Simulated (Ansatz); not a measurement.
## Ab initio melt-quench of Bi6.2O65.6Te28.1 (96 atoms)

What local order forms when Bi6.2O65.6Te28.1 (96 atoms) is quenched by DFT dynamics?

Main program and level: Ansatz 0.2.0; Kohn-Sham DFT, r2SCAN+D3(BJ), PAW (set soft_2), plane waves.

Measured values to set the calculation against. The density of a melt-quenched bismuth tellurite glass with 10 mol% Bi2O3 was measured by immersion in water (“Optical Properties of Bismuth Tellurite Based Glass”, 2012, PMC3344235): density 5.85 g/cm³; optical gap 2.75 eV (by optical absorption, Tauc plot (indirect)).

### 1. Set-up

The cell holds 96 atoms: 6 Bi, 63 O and 27 Te. Cell: a = 11.745 Å, b = 11.745 Å, c = 11.745 Å, α = 90.0°, β = 90.0°, γ = 90.0°. 96 atoms (6 Bi, 63 O, 27 Te) packed at random in a cube at 5.85 g/cm³ and pushed apart as soft spheres, cations and anions kept from their own kind; a start for melting by ab initio MD, not an equilibrated structure. The density is a measured one.

What the set-up can't give: Sampling is at Γ alone, for a cell whose shortest periodic width is 12 Å. The levels lack spin–orbit coupling, which is large for the heavy elements here.

### 2. Single point at the start

The forces at the start show how far the geometry lies from a minimum of this functional.

Input file input.yaml:

```yaml
crystal:
  lattice:
    - [11.7445, 0.0, 0.0]
    - [0.0, 11.7445, 0.0]
    - [0.0, 0.0, 11.7445]
  atoms:
    - { symbol: Bi, position: [0.5327, 0.8525, 0.86928] }
    - { symbol: Bi, position: [0.9797, 0.77432, 0.40105] }
    - { symbol: Bi, position: [0.29614, 0.22782, 0.0049] }
    - { symbol: Bi, position: [0.22617, 0.72326, 0.07561] }
    [... 86 atom lines left out ...]
    - { symbol: Te, position: [0.61827, 0.49397, 0.18164] }
    - { symbol: Te, position: [0.18497, 0.42734, 0.31936] }
    - { symbol: Te, position: [0.47953, 0.77736, 0.59116] }
    - { symbol: Te, position: [0.75611, 0.34745, 0.55821] }
    - { symbol: Te, position: [0.87661, 0.71065, 0.86784] }
    - { symbol: Te, position: [0.56394, 0.20969, 0.79353] }
kpoints:
  mp_grid: { grid: [1, 1, 1] }
hamiltonian:
  xc: r2scan
  dispersion: d3bj
scf:
  occupations: { method: fermi_dirac, width: 0.155 }
output:
  forces: true
```

Started as:

```sh
$ ansatz run input.yaml --threads 32 --pin off --max-ram 143360MiB --backend cuda --events-out ev --progress --plain --runs-dir out
```

Wall time 2.5 s (1 × NVIDIA GB200 with 32 threads of Arm Neoverse V2, shared host); peak memory 1.6 GiB; 5.8 s of CPU time.

That memory is the host's; the program planned up to 5.7 GiB on the GPU. Forces of this run were stored rounded, and per-atom blocks of the log weren't kept.

Notices of the run: dispersion damping borrowed.

Numbers from this run:

```
free energy            : -298942.5498 eV
free energy per atom   : -3113.9849 eV/atom
SCF cycles             : 11
r.m.s. force component : 1.662 eV/Å
longest force          : 10.18 eV/Å
Fermi energy           : 6.883 eV
```

The r.m.s. force component of 1.7 eV/Å sets the starting point.

Length of the force by element:

```csv
element,coordination,atoms,mean length of the force (eV/Å),spread,least,most
Bi,all,6,4.02,1.39,1.86,6.61
O,all,63,2.04,0.782,0.446,3.50
Te,all,27,3.42,1.61,1.42,10.2
```

### 3. Melting at 1800 K

The random start is held at a high temperature, to make it forget its packing.

input.yaml, as its differences from that of step 2:

```diff
@@ -16 +16,8 @@
   forces: true
+md:
+  timestep: 2
+  n_steps: 270
+  ensemble: nvt_langevin
+  temperature: 1800
+  initial_velocities: maxwell_boltzmann
+  seed: 4475
```

Elapsed: 4.2 min, on 1 × NVIDIA GB200 with 32 threads; peak memory 1.7 GiB; 12 min of CPU time.

That memory is the host's.

The program notes that it switched symmetry off.

Rows from the run:

```csv
time (fs),T (K),potential (meV/atom)
0.0,1781,0.0
36.0,4087,-460.0
76.0,3901,-646.5
108.0,3773,-755.7
144.0,2836,-832.8
174.0,2871,-887.6
216.0,2623,-942.3
246.0,2643,-1029.2
282.0,2321,-1052.5
312.0,2287,-1090.3
354.0,2258,-1143.5
390.0,1748,-1121.5
426.0,1750,-1150.6
462.0,1691,-1154.9
504.0,1840,-1143.8
540.0,1633,-1115.3
```

Mean square displacement from the first frame to the last: Bi 0.86 Å², O 3.9 Å², Te 1.4 Å².

Mean square displacement against time lag:

```csv
time lag (fs),Bi (Å²),O (Å²),Te (Å²)
2,1.1e-4,0.00158,2.0e-4
12,0.00397,0.0522,0.00696
24,0.0148,0.169,0.0258
34,0.0278,0.273,0.0481
56,0.0649,0.478,0.112
68,0.0886,0.579,0.152
80,0.114,0.668,0.194
90,0.135,0.736,0.231
102,0.162,0.815,0.274
112,0.184,0.882,0.310
124,0.210,0.960,0.353
146,0.257,1.09,0.431
158,0.282,1.16,0.473
168,0.302,1.22,0.507
180,0.325,1.29,0.549
190,0.344,1.35,0.582
202,0.366,1.42,0.622
214,0.386,1.50,0.661
236,0.420,1.63,0.730
246,0.435,1.69,0.761
258,0.454,1.77,0.797
270,0.474,1.84,0.831
```

Over the second half of 540 fs the temperature averages 1946 K, falling from about 2247 to 1767 K (means over the first and last quarter of that half). From first frame to last O has the largest mean square displacement, 3.9 Å² at the end; the farthest move is 3.83 Å. By the end of the lags followed (0.27 ps), the least mobile element has a mean square displacement of 0.47 Å², too little over such short lags to show that the memory of the start is lost. The run spans 0.54 ps, too short for its means to be equilibrium values.

### 4. Liquid at 1350 K

The hot cell is sampled with a Nosé–Hoover thermostat, which disturbs diffusion little, and with stress on.

Input file input.yaml:

```yaml
crystal:
  lattice:
    - [11.7445, 0.0, 0.0]
    - [0.0, 11.7445, 0.0]
    - [0.0, 0.0, 11.7445]
  atoms:
    - { symbol: Bi, position: [0.52065, 0.88913, 0.87816] }
    - { symbol: Bi, position: [0.01229, 0.7289, 0.33835] }
    - { symbol: Bi, position: [0.34488, 0.18775, 0.92802] }
    - { symbol: Bi, position: [0.27647, 0.71312, 0.08682] }
    [... 86 atom lines left out ...]
    - { symbol: Te, position: [0.5538, 0.37998, 0.21964] }
    - { symbol: Te, position: [0.13482, 0.4457, 0.38688] }
    - { symbol: Te, position: [0.4672, 0.80331, 0.5737] }
    - { symbol: Te, position: [0.88893, 0.29818, 0.59753] }
    - { symbol: Te, position: [0.80828, 0.77943, 0.79555] }
    - { symbol: Te, position: [0.67049, 0.13461, 0.83315] }
kpoints:
  mp_grid: { grid: [1, 1, 1] }
hamiltonian:
  xc: r2scan
  dispersion: d3bj
scf:
  occupations: { method: fermi_dirac, width: 0.116 }
output:
  forces: true
  stress: true
md:
  timestep: 2
  n_steps: 310
  ensemble: nvt_nose_hoover
  temperature: 1350
  initial_velocities: maxwell_boltzmann
  seed: 9832
```

It took 4.6 min on 1 × NVIDIA GB200 with 32 threads; peak memory 1.9 GiB; 21 min of CPU time.

That memory is the host's.

The program notes that the SCF threshold is loose for the stress.

Rows from the run:

```csv
time (fs),T (K),potential (meV/atom),conserved (meV/atom)
0.0,1350,0.0,0.00
40.0,1684,-49.2,-0.19
88.0,1780,-88.5,-0.45
128.0,1415,-62.9,-0.27
176.0,1493,-84.3,-0.36
216.0,1416,-83.1,-0.37
256.0,1518,-106.7,-0.48
304.0,1350,-104.5,-0.49
344.0,1337,-114.5,-0.38
384.0,1351,-126.5,-0.55
424.0,1396,-140.3,-0.66
456.0,1249,-126.5,-0.59
504.0,1196,-122.7,-0.63
536.0,1293,-132.3,-0.58
584.0,1531,-153.4,-0.71
620.0,1387,-128.8,-0.45
```

Mean square displacement from the first frame to the last: Bi 0.76 Å², O 2.1 Å², Te 1.1 Å².

The mean square displacement by time lag:

```csv
time lag (fs),Bi (Å²),O (Å²),Te (Å²)
2,7.4e-5,8.7e-4,1.2e-4
14,0.00354,0.0385,0.00558
26,0.0118,0.106,0.0181
40,0.0264,0.183,0.0391
66,0.0642,0.312,0.0908
78,0.0848,0.367,0.118
90,0.106,0.421,0.145
104,0.132,0.485,0.178
116,0.153,0.540,0.206
130,0.178,0.604,0.238
142,0.198,0.659,0.264
168,0.239,0.776,0.317
180,0.257,0.830,0.340
194,0.278,0.894,0.365
206,0.295,0.948,0.385
220,0.315,1.01,0.407
232,0.332,1.06,0.425
244,0.349,1.12,0.444
270,0.384,1.23,0.484
284,0.403,1.28,0.507
296,0.418,1.33,0.526
310,0.435,1.37,0.548
```

Over the second half of 620 fs the temperature averages 1321 K with swings of 94 K r.m.s. The conserved energy stays within 0.71 meV/atom. From first frame to last O has the largest mean square displacement, 2.1 Å² at the end; the farthest move is 3.14 Å. By the end of the lags followed (0.31 ps), the least mobile element has a mean square displacement of 0.43 Å², too little over such short lags to show that the memory of the start is lost. The run spans 0.62 ps, too short for its means to be equilibrium values.

### 5. Distances and neighbours late in the run

The g(r) is a mean over the second half; what follows it is taken at the last frame.

Density 5.85 g/cm³, 16.87 Å³ an atom.

Mean of 13 frames. Pair distribution functions g(r), in bins of 0.2 Å:

```csv
r (Å),total,O-O,O-Te,O-Bi,Te-Te,Te-Bi,Bi-Bi
1.30,0.06,0.15,0.00,0.00,0.00,0.00,0.00
1.50,0.03,0.08,0.00,0.00,0.00,0.00,0.00
1.70,0.27,0.07,0.66,0.00,0.00,0.00,0.00
1.90,1.89,0.01,5.07,0.20,0.00,0.00,0.00
2.10,1.12,0.01,2.42,2.67,0.00,0.00,0.00
2.30,0.61,0.23,0.69,3.10,0.00,0.00,0.00
2.50,0.86,1.00,0.66,2.24,0.00,0.00,0.00
2.70,1.33,2.15,0.75,1.51,0.05,0.09,0.00
2.90,1.21,2.05,0.63,0.92,0.13,0.07,0.00
3.10,1.00,1.46,0.69,0.82,0.40,0.55,0.00
3.30,0.89,1.03,0.65,0.69,1.23,1.54,0.00
3.50,0.89,0.79,0.69,0.57,2.32,1.92,0.00
3.70,0.91,0.72,0.85,0.60,1.94,2.38,0.00
3.90,0.89,0.73,0.83,0.72,1.52,2.48,0.91
4.10,0.94,0.77,0.99,1.03,1.17,1.82,1.30
4.30,0.99,0.90,1.08,1.03,1.03,0.81,4.32
4.50,1.16,1.09,1.31,1.14,0.88,0.92,3.01
4.70,1.10,1.06,1.25,1.29,0.66,0.74,1.52
4.90,1.03,1.06,1.10,1.12,0.58,0.61,0.46
5.10,1.02,1.01,1.08,0.99,0.93,0.88,0.53
5.30,1.06,1.10,1.06,0.91,1.09,0.95,0.69
5.50,1.02,1.08,1.00,0.73,1.07,0.97,0.18
5.70,1.00,1.01,1.05,0.74,1.14,0.55,0.09
```

Bonds by pair of elements; cutoffs follow the first minimum of g(r), held within bounds set by covalent radii, and pairs that aren't listed don't count as bonded:

```csv
pair A-B,cutoff (Å),bonds,mean length (Å),spread (Å),shortest (Å),B about A,A about B
O-O,1.49,1,1.37,0,1.37,0.032,0.032
O-Te,2.43,95,2.01,0.161,1.74,1.51,3.52
O-Bi,2.85,29,2.33,0.233,2,0.46,4.83
Te-Te,3.12,3,3.09,0.019,3.07,0.222,0.222
```

The cutoff for O-Bi falls short of the minimum of g(r), so counts run low and odd coordinations can be artefacts.

How many atoms have how many bonded neighbours:

```csv
element,mean,1,2,3,4,5,6,7
Bi,4.83,0,0,1,2,1,1,1
O,2,10,43,10,0,0,0,0
Te,3.74,1,0,11,8,7,0,0
```

First main peaks of g(r), for some of the pairs, lie near 2.8 Å (O-O), 1.9 Å (O-Te), 2.3 Å (O-Bi), 3.5 Å (Te-Te) and 3.9 Å (Te-Bi). 1 O–O bond of about 1.37 Å is present, between the lengths in O2 and in peroxide; random starts, short melts and fast quenches favour such defects.

### 6. Quench from 1350 to 300 K

The set temperature is lowered linearly, to freeze the liquid.

Input file input.yaml:

```yaml
crystal:
  lattice:
    - [11.7445, 0.0, 0.0]
    - [0.0, 11.7445, 0.0]
    - [0.0, 0.0, 11.7445]
  atoms:
    - { symbol: Bi, position: [0.51109, 0.92688, 0.88889] }
    - { symbol: Bi, position: [0.00558, 0.63518, 0.34841] }
    - { symbol: Bi, position: [0.33544, 0.23598, 0.85023] }
    - { symbol: Bi, position: [0.27706, 0.6883, 0.06947] }
    [... 86 atom lines left out ...]
    - { symbol: Te, position: [0.51347, 0.41479, 0.21074] }
    - { symbol: Te, position: [0.11325, 0.34611, 0.43018] }
    - { symbol: Te, position: [0.53135, 0.90828, 0.56593] }
    - { symbol: Te, position: [0.89162, 0.24429, 0.65302] }
    - { symbol: Te, position: [0.77417, 0.82411, 0.7516] }
    - { symbol: Te, position: [0.70256, 0.11555, 0.82519] }
kpoints:
  mp_grid: { grid: [1, 1, 1] }
hamiltonian:
  xc: r2scan
  dispersion: d3bj
scf:
  occupations: { method: fermi_dirac, width: 0.116 }
output:
  forces: true
md:
  timestep: 2
  n_steps: 960
  ensemble: nvt_langevin
  temperature: 1350
  initial_velocities: maxwell_boltzmann
  seed: 4094
  temperature_schedule: [{ n_steps: 960, end_temperature: 300.0 }]
```

Wall time 12 min (1 × NVIDIA GB200 with 32 threads); peak memory 1.7 GiB.

That memory is the host's.

The trajectory, sampled:

```csv
time (fs),T (K),potential (meV/atom)
0.0,1336,0.0
140.0,1309,-62.6
274.0,1204,-45.2
380.0,1282,-70.0
520.0,1185,-65.0
640.0,1108,-83.8
780.0,983,-73.0
900.0,959,-77.5
1020.0,866,-115.5
1140.0,748,-109.5
1280.0,701,-134.2
1400.0,607,-140.4
1540.0,668,-151.0
1644.0,583,-174.6
1780.0,462,-177.3
1920.0,386,-204.0
```

Mean square displacement at the end: Bi 0.48 Å², O 1.7 Å², Te 0.73 Å².

Potential energy along the quench, in blocks of steps:

```csv
from (ps),to (ps),mean T (K),"potential energy (meV/atom, from the first step)"
0.00,0.14,1360,-36.8
0.16,0.28,1232,-48.7
0.30,0.44,1231,-51.4
0.46,0.58,1201,-61.0
0.60,0.74,1132,-81.7
0.76,0.86,1095,-81.6
0.88,1.00,982,-87.7
1.02,1.12,844,-118.8
1.14,1.26,755,-126.5
1.28,1.38,659,-139.0
1.40,1.52,639,-149.5
1.54,1.64,605,-161.1
1.66,1.78,485,-178.4
1.80,1.92,434,-193.8
```

The set temperature runs from 1350 K to 300 K at 547 K/ps. The potential energy falls by 157 meV/atom from the first block (1360 K) to the last (434 K); harmonic vibrations alone would give 120 meV/atom, and the rest comes from structural change and anharmonicity.

### 7. Held at 300 K

A hold at room temperature samples the structure of the quenched cell.

Input file input.yaml:

```yaml
crystal:
  lattice:
    - [11.7445, 0.0, 0.0]
    - [0.0, 11.7445, 0.0]
    - [0.0, 0.0, 11.7445]
  atoms:
    - { symbol: Bi, position: [0.53327, 0.9271, 0.93596] }
    - { symbol: Bi, position: [0.0535, 0.62354, 0.4327] }
    - { symbol: Bi, position: [0.36642, 0.1997, 0.88079] }
    - { symbol: Bi, position: [0.28112, 0.74479, 0.07862] }
    [... 86 atom lines left out ...]
    - { symbol: Te, position: [0.64266, 0.45453, 0.25618] }
    - { symbol: Te, position: [0.16883, 0.30573, 0.34928] }
    - { symbol: Te, position: [0.56655, 0.92118, 0.57025] }
    - { symbol: Te, position: [0.9129, 0.27841, 0.61044] }
    - { symbol: Te, position: [0.80058, 0.86329, 0.80014] }
    - { symbol: Te, position: [0.71622, 0.18138, 0.81571] }
kpoints:
  mp_grid: { grid: [1, 1, 1] }
hamiltonian:
  xc: r2scan
  dispersion: d3bj
scf:
  occupations: { method: fermi_dirac, width: 0.05 }
output:
  forces: true
md:
  timestep: 2
  n_steps: 720
  ensemble: nvt_nose_hoover
  temperature: 300
  initial_velocities: maxwell_boltzmann
  seed: 2743
```

Run time: 6.9 min. Hardware: 1 × NVIDIA GB200 with 32 threads; peak memory 1.5 GiB.

That memory is the host's.

The trajectory, sampled:

```csv
time (fs),T (K),potential (meV/atom),conserved (meV/atom)
0.0,300,0.0,0.00
96.0,310,-5.5,-0.03
204.0,326,-14.1,-0.07
288.0,307,-13.6,-0.05
400.0,283,-11.7,-0.03
480.0,298,-14.3,-0.05
576.0,305,-19.1,-0.08
672.0,300,-24.1,-0.09
768.0,243,-20.3,-0.08
864.0,301,-23.1,-0.11
960.0,282,-15.0,-0.06
1040.0,303,-16.3,-0.09
1152.0,299,-16.6,-0.06
1234.0,296,-20.6,-0.07
1344.0,310,-27.9,-0.12
1440.0,278,-23.4,-0.10
```

Mean square displacement from the first frame to the last: Bi 0.13 Å², O 0.36 Å², Te 0.20 Å².

Table of mean square displacement by time lag:

```csv
time lag (fs),Bi (Å²),O (Å²),Te (Å²)
2,1.6e-5,1.8e-4,2.4e-5
30,0.00348,0.0248,0.00482
60,0.0127,0.0492,0.0157
90,0.0255,0.0618,0.0282
150,0.0546,0.0869,0.0514
180,0.0690,0.0986,0.0614
210,0.0826,0.109,0.0706
240,0.0953,0.122,0.0794
270,0.107,0.134,0.0878
300,0.117,0.145,0.0956
330,0.126,0.153,0.103
390,0.137,0.171,0.115
420,0.140,0.179,0.121
450,0.141,0.185,0.126
480,0.141,0.190,0.131
510,0.140,0.196,0.135
540,0.139,0.202,0.139
570,0.139,0.205,0.143
630,0.142,0.214,0.148
660,0.144,0.218,0.150
690,0.146,0.220,0.151
720,0.148,0.225,0.153
```

The vibrational density of states has structure finer than the step of the table below, so its rows give means over 50 cm⁻¹, whole bins alone (the curve runs from 0 to 1489 cm⁻¹). Peaks (cm⁻¹: height): Bi 57.8: 0.767; O 289.1: 1.56, 679.3: 0.949; Te 86.7: 1.53.

From 577 steps of 2.0 fs, resolution about 29 cm-1. Table of vibrational density of states by wavenumber; means over each step; values in 1e-3 per cm⁻¹:

```csv
wavenumber (cm⁻¹),Bi,O,Te
50,0.663,0.466,1.36
100,0.292,0.596,1.35
150,0.177,0.805,1.01
200,0.0766,0.844,0.536
250,0.0246,1.09,0.347
300,0.0171,1.43,0.262
350,0.0116,1.26,0.202
400,0.00760,0.869,0.0923
450,0.00476,0.576,0.0466
500,0.00388,0.487,0.0303
550,7.5e-4,0.377,0.0330
600,6.6e-4,0.685,0.0579
650,9.9e-4,0.891,0.0754
700,8.1e-4,0.898,0.0681
750,9.0e-4,0.660,0.0511
800,4.5e-4,0.353,0.0276
850,8.2e-5,0.0960,0.00300
900,3.9e-5,0.0710,7.9e-4
950,2.9e-5,0.00809,5.5e-4
1000,1.6e-5,0.00662,4.6e-4
1050,1.1e-5,0.00421,2.9e-4
1100,1.3e-5,0.00284,2.1e-4
1150,1.1e-5,0.00256,2.0e-4
1200,6.5e-6,0.00190,2.0e-4
1250,2.0e-6,0.00147,1.8e-4
1300,1.2e-6,0.00179,2.2e-4
1350,1.1e-6,0.00165,2.2e-4
1400,0,0.00119,1.6e-4
1450,0,9.9e-4,1.3e-4
```

Over the second half of 1440 fs the temperature averages 292 K with swings of 23 K r.m.s. The conserved energy stays within 0.12 meV/atom. From first frame to last O has the largest mean square displacement, 0.36 Å² at the end; the farthest move is 1.55 Å. The vibrational density of states (Bi) has its highest peak at 57.8 cm⁻¹. The run spans 1.44 ps, too short for its means to be equilibrium values.

### 8. Distances and neighbours late in the run

The g(r) is a mean over the second half; what follows it is taken at the last frame.

Density 5.85 g/cm³, 16.87 Å³ an atom.

Mean of 14 frames. Pair distribution functions g(r), in bins of 0.2 Å:

```csv
r (Å),total,O-O,O-Te,O-Bi,Te-Te,Te-Bi,Bi-Bi
1.30,0.02,0.04,0.00,0.00,0.00,0.00,0.00
1.50,0.05,0.12,0.00,0.00,0.00,0.00,0.00
1.70,0.01,0.00,0.03,0.00,0.00,0.00,0.00
1.90,2.44,0.00,6.60,0.00,0.00,0.00,0.00
2.10,1.00,0.00,2.17,2.44,0.00,0.00,0.00
2.30,0.65,0.00,0.82,4.25,0.00,0.00,0.00
2.50,0.72,0.76,0.56,2.25,0.00,0.00,0.00
2.70,1.45,2.85,0.40,0.91,0.02,0.00,0.00
2.90,1.28,2.38,0.48,0.84,0.18,0.00,0.00
3.10,0.86,1.32,0.55,0.89,0.10,0.17,0.00
3.30,0.83,0.89,0.69,0.78,1.02,1.25,0.00
3.50,0.88,0.71,0.82,0.41,1.86,2.39,0.00
3.70,0.89,0.56,0.83,0.60,2.56,2.38,1.27
3.90,0.93,0.59,0.92,0.82,2.33,2.10,2.17
4.10,1.00,0.81,1.10,0.84,1.46,1.57,2.12
4.30,1.04,0.95,1.15,0.80,1.08,1.29,1.24
4.50,1.14,1.03,1.43,0.83,0.68,1.17,1.52
4.70,1.09,1.05,1.22,1.12,0.80,0.74,0.57
4.90,1.05,1.15,0.94,1.40,0.78,0.63,1.92
5.10,1.01,1.19,0.83,1.16,0.90,0.63,0.40
5.30,1.00,1.16,0.91,1.08,0.65,0.76,0.38
5.50,0.98,1.13,0.93,0.97,0.64,0.69,0.26
5.70,1.00,0.96,1.06,1.05,0.96,1.12,0.24
```

Bonds by pair of elements; cutoffs follow the first minimum of g(r), held within bounds set by covalent radii, and pairs that aren't listed don't count as bonded:

```csv
pair A-B,cutoff (Å),bonds,mean length (Å),spread (Å),shortest (Å),B about A,A about B
O-O,1.49,1,1.42,0,1.42,0.032,0.032
O-Te,2.49,104,2.01,0.182,1.80,1.65,3.85
O-Bi,2.77,30,2.33,0.166,2.09,0.476,5
Te-Te,3.12,1,2.89,0,2.89,0.074,0.074
```

The cutoffs for O-Te and O-Bi fall short of the minimum of g(r), so counts run low and odd coordinations can be artefacts.

How many atoms have how many bonded neighbours:

```csv
element,mean,1,2,3,4,5,6
Bi,5,0,0,0,1,4,1
O,2.16,2,50,10,1,0,0
Te,3.93,0,0,10,11,4,2
```

Rings of the network by King's shortest-path rule, up to 12 atoms, one path for each pair of neighbours; H, halogens, alkali and alkaline-earth atoms are left out, and the last column divides by all other atoms, bonded or not:

```csv
ring size (atoms),rings,per network atom
4,11,0.115
5,2,0.021
6,10,0.104
7,1,0.01
8,14,0.146
9,2,0.021
10,13,0.135
11,3,0.031
12,19,0.198
```

First main peaks of g(r), for some of the pairs, lie near 2.8 Å (O-O), 1.9 Å (O-Te), 2.3 Å (O-Bi) and 3.7 Å (Te-Te). 1 O–O bond of about 1.42 Å is present, a peroxide length; random starts, short melts and fast quenches favour such defects. Rings of 12 atoms are the most common (25 % of those counted); sizes run from 4 to 12, where the search stops.

[end of part 1 of 2]

[Logs are printed without paths, hosts, clocks, repeated set-up lines and the standing remarks that a program may print on its own settings, such as how far it seeks lower states.]

[Hosts, paths, dates, database ids (printed as entryN), source tags and the programs' standing remarks are cut or masked in the printed files.]
